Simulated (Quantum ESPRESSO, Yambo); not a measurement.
# A GW chain in Yambo: SrAlGeH (P3m1), part 3 of 3

Wanted: ground state, empty states, screening and self-energy for SrAlGeH (P3m1).

Quantum ESPRESSO 7.5 and Yambo 5.3.0; LDA and many-body steps on it, plane waves. Known limits of the many-body steps: not at the basis limit; exchange with frozen shells missing; no spin-orbit coupling; coarse k mesh.

So far. Step 3 (Bands along the symmetry lines): The gap is 0.631 eV, −0.032 eV from the run before at this level. Step 4 (Empty states on the mesh, 3×3×4 mesh, 96 bands): On this mesh the gap is 0.883 eV. The earlier step found 0.662 eV, so this mesh misses an edge.

## Step 6: Screening and self-energy, 3×3×4 mesh, 96 bands, screening to 108.8 eV

G0W0 replaces the xc potential by the self-energy, built once from these orbitals. Only a window of levels is corrected, while the sums run over the empty bands that the input names.

This step: G0W0 on LDA, plane waves, norm-conserving pseudopotentials.

The input, gw1.in:

```
HF_and_locXC
gw0
dyson
ppa
em1d
rim_cut
RandQpts= 1000000
RandGvec= 1 RL
EXXRLvcs= 70 Ry
VXCRLvcs= 280 Ry
Chimod= "HARTREE"
% BndsRnXp
 1 | 96 |
%
NGsBlkXp= 8 Ry
% LongDrXp
 1 | 1 | 1 |
%
% GbndRnge
 1 | 96 |
%
DysSolver= "n"
ExtendOut
PPAPntXp= 27.21138 eV
% QPkrange
 1 | 10 | 12 | 19 |
%
```

Command:

```
OMP_NUM_THREADS=1 mpirun -n 4 yambo -F gw1.in -J gw1 -C gw1 > gw1.log
```

The log of the run:

```text
 Yambo, version 5.3.0

 [02] CORE Variables Setup
 =========================

  [... cell, symmetries and grids as in the set-up ...]

  [02.05] Energies & Occupations
  ==============================

  [X] === General ===
  [X] Electronic Temperature                        :  0.000000  0.000000 [eV K]
  [X] Bosonic    Temperature                        :  0.000000  0.000000 [eV K]
  [X] Finite Temperature mode                       : no
  [X] El. density                                   :  0.35769E+24 [cm-3]
  [X] Fermi Level                                   :  7.603064 [eV]

  [X] === Gaps and Widths ===
  [X] Conduction Band Min                           :  0.883094 [eV]
  [X] Valence Band Max                              :  0.000000 [eV]
  [X] Filled Bands                                  :  14
  [X] Empty Bands                                   :   15   96
  [X] Direct Gap                                    :  1.326929 [eV]
  [X] Direct Gap localized at k                     :  3
  [X] Indirect Gap                                  :  0.883094 [eV]
  [X] Indirect Gap between kpts                     :   3   5
  [X] Last valence band width                       :  1.316434 [eV]
  [X] 1st conduction band width                     :  1.628046 [eV]

 [03] Transferred momenta grid and indexing
 ==========================================

 IBZ Q-points                                      :  10
 BZ  Q-points                                      :   36

 K/Q-points units:
 rlu = crystal or reduced units; cc = cartesian coordinates; iku = interal k-units

 Q [ 1]         [rlu]:  0.000000  0.000000  0.000000
 Q [ 2]         [rlu]:  0.000000  0.000000  0.250000
 Q [ 3]         [rlu]:  0.000000  0.000000 -0.500000
 Q [ 4]         [rlu]:  0.80131E-17  0.33333       0.0000
 Q [ 5]         [rlu]:  0.80131E-17  0.33333      0.25000
 Q [ 6]         [rlu]:  0.80131E-17  0.33333     -0.50000
 Q [ 7]         [rlu]:  0.333333  0.333333  0.000000
 Q [ 8]         [rlu]:  0.333333  0.333333  0.250000
 Q [ 9]         [rlu]:  0.333333  0.333333 -0.500000
 Q [10]         [rlu]: -0.80131E-17 -0.33333      0.25000

 [04] Coloumb potential Random Integration (RIM)
 ===============================================

  [04.01] RIM initialization
  ==========================

  * Diagonal components only detected *

  8 x (sBL volume)        :  0.104348 [a.u.]
  sBZ random points       :  1000000
  Points outside the sBZ  :   7980387
  RL volume               :  0.469565 [a.u.]
  Integrated volume       :  0.470719 [a.u.]

  [04.02] RIM integrals
  =====================

  Gamma point sphere radius             :  0.085397 [a.u.]
  Points outside the sphere             :   800179
  [Int_sBZ(q=0) 1/q^2]*(Vol_sBZ)^(-1/3) =:  7.487303
                                 should be <:  7.795600

  Summary of Coulomb integrals for non-metallic bands |Q|[au] RIM/Bare

  Q [1] 0.100000E-4 0.960452 * Q [2] 0.167341 0.817266
  Q [4] 0.300006 1.127077 * Q [3] 0.334683 0.952515
  Q [5] 0.343521 1.063058 * Q [10] 0.343521 1.062094
  Q [6] 0.449462 1.010875 * Q [7] 0.519625 1.042095
  Q [8] 0.545906 1.032945 * Q [9] 0.618080 1.018011

 [05] Dipoles
 ============

  [05.01] Setup: observables and procedures
  =========================================

  [WARNING] [x,Vnl] slows the Dipoles computation. To neglect it rename the ns.kb_pp file

 [06] Dynamic Dielectric Matrix (PPA)
 ====================================

 [WR./gw1//ndb.pp]---------------------------------------------------------------
  Brillouin Zone Q/K grids (IBZ/BZ)                :   10   36   10   36
  RL vectors                                       :   6447 [WF]
  Coulomb cutoff potential                         : none
  Electronic Temperature                           :  0.000000 [K]
  Bosonic    Temperature                           :  0.000000 [K]
  PPA    diel. fun.  energies                      : Slater exchange(X)+Perdew & Wang(C)
  wavefunctions                                    : Slater exchange(X)+Perdew & Wang(C)
  Global Gauge                                     : length
  X matrix size                                    :  237
  X band range                                     :    1   96
  X e/h energy range                               : -1.000000 -1.000000 [eV]
  X Time ordering                                  : R
  X Hxc Kernel                                     : HARTREE
  X Drude frequency                                :  0.000000  0.000000
  X poles                                          :  100.0000 [o/o]
  RL vectors in the sum                            :   6447
  [r,Vnl] included                                 : yes
  Field direction                                  :  0.577350E-5  0.577350E-5  0.577350E-5
  BZ energy Double Grid                            : no
  BZ energy DbGd points                            : 0
  BZ Q point size factor                           : -1.000000
  X Optical Averaged directions                    : none

 [07] Local Exchange-Correlation + Non-Local Fock
 ================================================

 [VXC] Plane waves :   41785
 [EXS] Plane waves :   5269

 QP @ state[ 1 ] K range:   1  10
 QP @ state[ 1 ] b range:  12  19

 [xc] Functional : Slater exchange(X)+Perdew & Wang(C)
 [xc] LIBXC used to calculate xc functional
  PP Number of Atomic Species                      :   4
  NLCC RL compoments                               :   41785
  PP Number of Atomic Species                      :   4
  NLCC RL compoments                               :   41785

 [xc] E_xc :  -15.11897 [Ha]
      E_xc :  -30.23794 [Ry]

  Local XC kind (lXC) : Slater exchange(X)+Perdew & Wang(C)
  Non-Local XC kind (nlXC) : Hartree-Fock

  Corrections @ K [1] :  [eV]
 <12|nlXC|12> = -11.70317 -0.62548E-17 <12|lXC|12> = -10.00390  0.000000
 <13|nlXC|13> = -12.71992  0.99900E-18 <13|lXC|13> = -10.99694  0.37763E-15
 <14|nlXC|14> = -12.72060 -0.18718E-16 <14|lXC|14> = -10.99694  0.000000
 <15|nlXC|15> = -6.184458  0.11501E-17 <15|lXC|15> = -10.27836  0.000000
 <16|nlXC|16> = -5.606686 -0.18451E-17 <16|lXC|16> = -10.05889 -0.18882E-15
 <17|nlXC|17> = -5.606024  0.24761E-17 <17|lXC|17> = -10.05890  0.000000
 <18|nlXC|18> = -5.378371  0.83111E-18 <18|lXC|18> = -11.15630  0.18882E-15
 <19|nlXC|19> = -5.378122  0.67801E-18 <19|lXC|19> = -11.15630  0.000000

  Corrections @ K [2] :  [eV]
 <12|nlXC|12> = -11.94509  0.99195E-17 <12|lXC|12> = -10.54152  0.94408E-16
 <13|nlXC|13> = -12.87464  0.13380E-16 <13|lXC|13> = -11.14881  0.000000
[...]
Corrections @ K [3] :  [eV]
[...]
Corrections @ K [4] :  [eV]
[...]
Corrections @ K [5] :  [eV]
[...]
[... 4 further k-points ...]
  Corrections @ K [10] :  [eV]
[...]
<15|nlXC|15> = -5.718763 -0.21011E-17 <15|lXC|15> = -9.757747  0.59005E-17
 <16|nlXC|16> = -5.133320  0.28057E-17 <16|lXC|16> = -9.647295  0.11801E-16
 <17|nlXC|17> = -5.104915  0.17363E-17 <17|lXC|17> = -10.35784  0.94408E-16
 <18|nlXC|18> = -5.309151  0.26994E-17 <18|lXC|18> = -10.64210  0.29503E-16
 <19|nlXC|19> = -5.759992 -0.79379E-18 <19|lXC|19> = -11.44628 -0.47204E-15

  [07.01] Hartree-Fock occupations report
  =======================================

  [Hartree-Fock] === General ===
  [Hartree-Fock] Electronic Temperature             :  0.000000  0.000000 [eV K]
  [Hartree-Fock] Bosonic    Temperature             :  0.000000  0.000000 [eV K]
  [Hartree-Fock] Finite Temperature mode            : no
  [Hartree-Fock] El. density                        :  0.35769E+24 [cm-3]
  [Hartree-Fock] Fermi Level                        :  7.603064 [eV]

  [Hartree-Fock] === Gaps and Widths ===
  [Hartree-Fock] Conduction Band Min                :  4.887030 [eV]
  [Hartree-Fock] Valence Band Max                   : -1.369850 [eV]
  [Hartree-Fock] Filled Bands                       :  14
  [Hartree-Fock] Empty Bands                        :   15   96
  [Hartree-Fock] Direct Gap                         :  6.770469 [eV]
  [Hartree-Fock] Direct Gap localized at k          :  3
  [Hartree-Fock] Indirect Gap                       :  6.256880 [eV]
  [Hartree-Fock] Indirect Gap between kpts          :   3   5
  [Hartree-Fock] Last valence band width            :  1.727451 [eV]
  [Hartree-Fock] 1st conduction band width          :  2.029793 [eV]

 [08] Dyson equation: Newton solver
 ==================================

  [08.01] G0W0 (W PPA)
  ====================

  [  GW  ] Bands range     :    1   96
  [GW/PPA] G damping       :  0.100000 [eV]

  QP @ state[ 1 ] K range:   1  10
  QP @ state[ 1 ] b range:  12  19

   Sc/G bands                                       :    1   96
   Sc/G damping                                     :  0.100000 ev
   Sc bands terminator                              : no
   Sx RL components                                 :   5269

   QP @ state[ 1 ] K range                          :   1  10
   QP @ state[ 1 ] b range                          :  12  19
   GF energies kind                                 : Slater exchange(X)+Perdew & Wang(C)
   GF WF`s kind                                     : Slater exchange(X)+Perdew & Wang(C)
   Xs energies kind                                 : Slater exchange(X)+Perdew & Wang(C)
   Xs WF`s kind                                     : Slater exchange(X)+Perdew & Wang(C)

 [11] Game Over & Game summary
```

Wall time 3.1 min (4 MPI ranks of Arm Neoverse V2, shared host); peak memory 1.9 GiB.

This step gave:

```
G0W0 gap on the mesh                         : 1.562 eV
starting gap on the mesh                     : 0.8831 eV
k of the valence top                         : 0, 0, -0.5
k of the conduction bottom                   : 0, 0.3333, 0.25
least direct G0W0 gap on the computed points : 1.984 eV
Z at the valence top                         : 0.7828
Z at the conduction bottom                   : 0.7903
```

The gap on the mesh goes from 0.88 eV to 1.56 eV, a correction of +0.68 eV. The start differs from the 0.66 eV found before because the two sample other k points.

Limits: finite bands, cutoff and mesh; exchange with frozen shells missing; no spin-orbit coupling; coarse k mesh. v1 is the top filled band, c1 the lowest empty one. The levels before and after the correction (eV, zero at the valence-band top of each column):

```csv
,conduction bottom,valence top
Kohn-Sham,0.88,0.00
G0W0,1.56,0.00
```

```csv
,level,energy (eV)
Kohn-Sham,(0 0 -0.5) v3-v2,-0.180
Kohn-Sham,(0 0 -0.5) v1,0.000
Kohn-Sham,(0 0 -0.5) c1,1.327
Kohn-Sham,(0 0 -0.5) c2-c3,1.875
Kohn-Sham,(0 0 -0.5) c4,2.753
Kohn-Sham,(0 0.333 0.25) v3,-3.228
Kohn-Sham,(0 0.333 0.25) v2,-1.376
Kohn-Sham,(0 0.333 0.25) v1,-0.754
Kohn-Sham,(0 0.333 0.25) c1,0.883
Kohn-Sham,(0 0.333 0.25) c2,2.233
Kohn-Sham,(0 0.333 0.25) c3,3.140
Kohn-Sham,(0 0.333 0.25) c4,4.125
G0W0,(0 0 -0.5) v3-v2,-0.265
G0W0,(0 0 -0.5) v1,0.000
G0W0,(0 0 -0.5) c1,1.984
G0W0,(0 0 -0.5) c2-c3,2.705
G0W0,(0 0 -0.5) c4,3.769
G0W0,(0 0.333 0.25) v3,-3.371
G0W0,(0 0.333 0.25) v2,-1.461
G0W0,(0 0.333 0.25) v1,-0.727
G0W0,(0 0.333 0.25) c1,1.562
G0W0,(0 0.333 0.25) c2,2.964
G0W0,(0 0.333 0.25) c3,4.124
G0W0,(0 0.333 0.25) c4,5.139
```

## Step 7: Where the time went

Times are wall times on the hardware named with each run, good to a factor of about two.

```csv
step,time,share,memory (GiB)
ground state,11 s,5 %,0.34
bands along the symmetry lines,12 s,5 %,0.28
empty states on the mesh,12 s,5 %,0.4
conversion and set-up,3 s,1 %,0.24
screening and self-energy,3.1 min,83 %,1.9
```

## Step 8: Outcome

```yaml
lda_gap: 0.63 eV, indirect
g0w0_gap_on_the_mesh: 1.56 eV
g0w0_gap_over_the_zone_rigid_shift: 1.31 eV
gw_settings: 3×3×4 mesh, 96 bands, screening to 108.8 eV, Godby-Needs plasmon pole
known_limits: not at the basis limit; exchange with frozen shells missing; no spin-orbit coupling; coarse k mesh
```

G0W0 moves the gap on the mesh from 0.88 eV to 1.56 eV (+0.68 eV), with Z of 0.78 and 0.79 at the edges. The mesh misses the band edges by 0.25 eV in all; a rigid shift gives 1.31 eV for the zone. The dearest step here is «screening and self-energy». Bands and cutoff are finite, so the gap is not at the basis limit. The miss can reach some tenths of an eV and take either sign; the mesh is an error of its own. A denser mesh or path gives a starting gap of 0.63 eV: the GW mesh misses a band edge, so its gaps are not the fundamental one. The 3×3×4 mesh is coarse for this cell, which bears on the long-range parts of exchange and screening. The norm-conserving file of at least one element keeps a d shell over frozen s and p shells of the same row. Exchange with those shells is missing from the self-energy, an error of 0.3 to 0.9 eV in cases checked, whose sign depends on which edge lies on those atoms. The many-body steps are scalar-relativistic: spin-orbit coupling is not in them.

[Paths, hosts, dates, memory and timing lines, banners, echoed tables and standing remarks are left out of the program output.]

[Logs are printed without paths, hosts, clocks, repeated set-up lines and the standing remarks that a program may print on its own settings, such as how far it seeks lower states.]

[Runs of the session that timed out or met a known fault of the program may be left out.]

[Hosts, paths, dates, database ids (printed as entryN), source tags and the programs' standing remarks are cut or masked in the printed files.]
